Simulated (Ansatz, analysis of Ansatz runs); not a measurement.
# Reproducing a measured local vibrational mode: B-H pair in alpha-quartz

How near does this set-up come to the measured local vibrational mode? Subject: B-H pair in alpha-quartz. Set-up: PBE, 36-site cell, PBE lattice, 420 eV, k: the single point 1/4 1/4 1/4, SCF cut short. The model is a cell of 36 host atoms with B put on another atom's site and H put in between. The frequencies come from force constants among the defect atom and its neighbours, with the masses of the isotopes named.

Measured beforehand: O-H stretch, 1H: 3595 cm⁻¹ at 300 K, by diffuse reflectance FTIR with peak fitting (“Structural evolution of water and hydroxyl groups during thermal, mechanical and chemical treatment of high purity natural quartz”, 2020, pmc:9055915).

Calculated with Ansatz 0.2.0; plane-wave PAW DFT, PBE; relaxation of all atoms of a defect supercell.

## Step 1: Starting point

The cell holds 37 atoms: 11 Si, 24 O, 1 B and 1 H. Cell: a = 7.452 Å, b = 7.452 Å, c = 10.037 Å, α = 70.3°, β = 70.3°, γ = 71.4°. It derives from SiO2 (space group P3_221). Nearest the centre at fractional (0.451, 0.491, 0.504): H37 at 0.44 Å, B24 at 0.88 Å, O7 at 1.45 Å, O36 at 1.78 Å, O29 at 1.82 Å, O14 at 1.84 Å, Si1 at 2.71 Å, Si20 at 3.16 Å.

The host's primitive cell comes from a first run (plane-wave PAW DFT, PBE; relaxation of the host's cell and atoms): vectors of 5.018, 5.018 and 5.509 Å. That is 13.35 Å³ an atom, 6.1 % over the diffraction cell's volume. The supercell is built on it.

## Step 2: Relaxation, charge 0

Every later number rests on the structure around the defect, so the atoms are relaxed at the host's lattice first.

relax/input.yaml reads:

```yaml
relax:
  f_tol: 0.01
  max_steps: 80
  random_displacement: { amplitude: 0.02, seed: 392 }
crystal:
  lattice:
    - [-2.50916922, 4.34600857, 5.50897409]
    - [5.01833844, 0.0, 5.50897409]
    - [5.01833844, 8.69201714, 0.0]
  atoms:
    - { symbol: Si, position: [0.095148789, 0.571517878, 0.452425606] }
    - { symbol: Si, position: [0.595148789, 0.071517878, 0.202425606] }
    - { symbol: Si, position: [0.404851211, 0.928482122, 0.035758939] }
    - { symbol: Si, position: [0.904851211, 0.428482122, 0.285758939] }
    - { symbol: Si, position: [0.0, 0.0, 0.261815455] }
    - { symbol: Si, position: [0.5, 0.5, 0.011815455] }
    - { symbol: O, position: [0.290599064, 0.471047164, 0.462811131] }
    - { symbol: O, position: [0.817998505, 0.976285379, 0.21906075] }
    - { symbol: O, position: [0.437678715, 0.023271836, 0.36030408] }
    - { symbol: O, position: [0.937678715, 0.523271836, 0.11030408] }
    - { symbol: O, position: [0.435748606, 0.691868611, 0.074922257] }
    - { symbol: O, position: [0.935748606, 0.191868611, 0.324922257] }
    - { symbol: O, position: [0.182001495, 0.023714621, 0.116202692] }
    - { symbol: O, position: [0.682001495, 0.523714621, 0.366202692] }
    - { symbol: O, position: [0.062321285, 0.476728164, 0.340779355] }
    - { symbol: O, position: [0.562321285, 0.976728164, 0.090779355] }
    - { symbol: O, position: [0.064251394, 0.808131389, 0.388730866] }
    - { symbol: O, position: [0.564251394, 0.308131389, 0.138730866] }
    - { symbol: Si, position: [0.095148789, 0.571517878, 0.952425606] }
    - { symbol: Si, position: [0.595148789, 0.071517878, 0.702425606] }
    - { symbol: Si, position: [0.404851211, 0.928482122, 0.535758939] }
    - { symbol: Si, position: [0.904851211, 0.428482122, 0.785758939] }
    - { symbol: Si, position: [0.0, 0.0, 0.761815455] }
    - { symbol: B, position: [0.549316206, 0.509424313, 0.523063862] }
    - { symbol: O, position: [0.317998505, 0.476285379, 0.96906075] }
    - { symbol: O, position: [0.817998505, 0.976285379, 0.71906075] }
    - { symbol: O, position: [0.437678715, 0.023271836, 0.86030408] }
    - { symbol: O, position: [0.937678715, 0.523271836, 0.61030408] }
    - { symbol: O, position: [0.435748606, 0.691868611, 0.574922257] }
    - { symbol: O, position: [0.935748606, 0.191868611, 0.824922257] }
    - { symbol: O, position: [0.182001495, 0.023714621, 0.616202692] }
    - { symbol: O, position: [0.682001495, 0.523714621, 0.866202692] }
    - { symbol: O, position: [0.062321285, 0.476728164, 0.840779355] }
    - { symbol: O, position: [0.562321285, 0.976728164, 0.590779355] }
    - { symbol: O, position: [0.064251394, 0.808131389, 0.888730866] }
    - { symbol: O, position: [0.564251394, 0.308131389, 0.638730866] }
    - { symbol: H, position: [0.402489, 0.481476, 0.492812] }
basis:
  ecutwfc: 420
  xc_grid: 2
hamiltonian:
  xc: pbe
kpoints:
  mp_grid: { grid: [1, 1, 1], shift: [0.25, 0.25, 0.25] }
scf:
  occupations: { method: fermi_dirac, width: 0.01 }
  max_iter: 5
output:
  forces: true
checkpoint:
  write: "../relax.run"
  compress: false
  write_wavefunctions: true
  write_every: 100000
```

The run is started by

```bash
ansatz run input.yaml --threads 2 --pin off --max-ram 3768MiB --backend cpu --events-out ev --progress --plain --runs-dir out
```

Numbers of over 12 decimals in the logs are rounded to 6 here.

The log of the run:

```text
[... repeated set-up lines and file paths are left out, and long positions are rounded to six places ...]
Engine: ansatz 0.2.0, x86_64-unknown-linux-gnu
Pseudopotentials: kind: paw
Pseudopotential: Si, paw, valence charge 4, recommended cutoff 420 eV (normal), Si.paw.azcp
Pseudopotential: O, paw, valence charge 6, recommended cutoff 420 eV (normal), O.paw.azcp
Pseudopotential: B, paw, valence charge 3, recommended cutoff 420 eV (normal), B.paw.azcp
Pseudopotential: H, paw, valence charge 1, recommended cutoff 420 eV (normal), H.paw.azcp
Functional definition: PBE
  parameter kappa = 0.804
  parameter beta = 0.066725
  exchange = pbe_x(kappa = kappa, mu = beta*pi^2/3)
  correlation = pbe_c(beta = beta)
Crystal: 37 atoms, lattice volume = 480.597 Å³
Basis set: ecut = 420 eV, 9403 PW (Γ), exchange–correlation on 100×100×144 points (8 copies of the dense FFT grid, shifted against one another)
Bands: 133, of which v1, the nominal top of the filled ones, is band 96 counted from 1 (95 counted from 0)
Symmetry: 1 space group operations
k-points: 1
Non-local potential: Si, projectors of the file, l = 0: 2, l = 1: 2, l = 2: 2
Non-local potential: O, projectors of the file, l = 0: 2, l = 1: 2, l = 2: 1
Non-local potential: B, projectors of the file, l = 0: 2, l = 1: 2, l = 2: 1
Non-local potential: H, projectors of the file, l = 0: 2, l = 1: 1
PAW form: soft (Blöchl's): semilocal exchange-correlation on the pseudo side does not see the compensation charge
PAW one-centre angular grid: Si, 110 points (default); XC on 64 Gauss nodes
PAW one-centre angular grid: O, 110 points (default); XC on 64 Gauss nodes
PAW one-centre angular grid: B, 110 points (default); XC on 64 Gauss nodes
PAW one-centre angular grid: H, 110 points (default); XC on 64 Gauss nodes
Initial density: superposition of atomic densities (neutral atoms: chi_scale 0, normalization atom), corrected by the library's trained network
Initial wavefunctions: pseudopotential atomic-orbital guess
Functional: x = pbe(κ = 0.804, μ = 0.219515), c = pbe(β = 0.066725)
SCF iter   1: F=—  HF=-20819.346321 eV  |F-HF|=—  |Δ(HF+E_count)|=         —  Δρ=4.90e-3  dr2=1.42e-1  ethr=1.77e-3  ⟨swp⟩=6.0  Hψ=598  notcnv=0  defer=17
preconditioner: auto → Resta (q_TF=auto, 2.341 Å⁻¹)  ε∞=3.0  [insulator: Δε(μ)=4.022 eV  Ē_g=16.540 eV  σ=0.010 eV  W_gap=1.00  n_scr=102 (ndim 8)  ℏωp=23.5 eV  f_vac=0.151  D(μ)=0.00/eV (n_scr^D=0)  ε∞_Penn≈3.0]
SCF iter   2: F=—  HF=-20819.319873 eV  |F-HF|=—  |Δ(HF+E_count)|=   2.64e-2  Δρ=2.38e-3  dr2=3.22e-2  ethr=7.37e-5  ⟨swp⟩=3.0  Hψ=234  notcnv=0  defer=32
SCF iter   3: F=—  HF=-20819.312589 eV  |F-HF|=—  |Δ(HF+E_count)|=   7.28e-3  Δρ=1.00e-3  dr2=8.63e-3  ethr=1.68e-5  ⟨swp⟩=1.0  Hψ=316  notcnv=0
SCF iter   4: F=—  HF=-20819.309670 eV  |F-HF|=—  |Δ(HF+E_count)|=   2.92e-3  Δρ=3.69e-4  dr2=7.28e-4  ethr=4.49e-6  ⟨swp⟩=1.0  Hψ=318  notcnv=0
SCF iter   5: F=—  HF=-20819.309619 eV  |F-HF|=—  |Δ(HF+E_count)|=   5.08e-5  Δρ=2.63e-4  dr2=2.70e-4  ethr=3.79e-7  ⟨swp⟩=1.0  Hψ=337  notcnv=0
Error: did not converge after 5 iterations: dr2 = 2.70e-4 (threshold 2.50e-6), under the density mixer `msr1`, which `scf.mixing.algorithm: auto` chose by the deck's other keys (type `scf.mixing.algorithm: msr1` to keep it); [...]
```

The job ended after 2.2 s (2 threads of Intel Xeon 6975P-C (Granite Rapids), shared host; peak memory 0.66 GiB).

Reading the cycles: dr2 is the Hartree energy of the density residual (eV), the measure of convergence; HF is the Harris–Foulkes estimate of the energy, which meets the free energy F at convergence.

Residual by cycle:

cycle, log10 residual and a bar from the least value:
```
        1       -0.8 ##############################
        2       -1.5 #######################
        3       -2.1 #################
        4       -3.1 #####
        5       -3.6
```

The run stopped without converging, so none of its numbers is a property of the system.

After 5 cycles the residual stands at 2.7e-4. The cap of 5 cycles in the input ended the loop.

The program's message: “Error: did not converge after 5 iterations: dr2 = 2.70e-4 (threshold 2.50e-6), under the density mixer `msr1`, which `scf.mixing.algorithm: auto` chose by the deck's other keys (type `scf.mixing.algor …”

## Step 3: Outcome

The local vibrational mode was not obtained, because the step “relaxation, charge 0” did not converge; the cause lies in the set-up: too few SCF iterations.

[Logs are printed without paths, hosts, clocks, repeated set-up lines and the standing remarks that a program may print on its own settings, such as how far it seeks lower states.]

[Hosts, paths, dates, database ids (printed as entryN), source tags and the programs' standing remarks are cut or masked in the printed files.]

[For some hosts the program warned that the k-mesh of the response run may be too coarse for force constants and the static dielectric constant; such warnings are not shown here.]
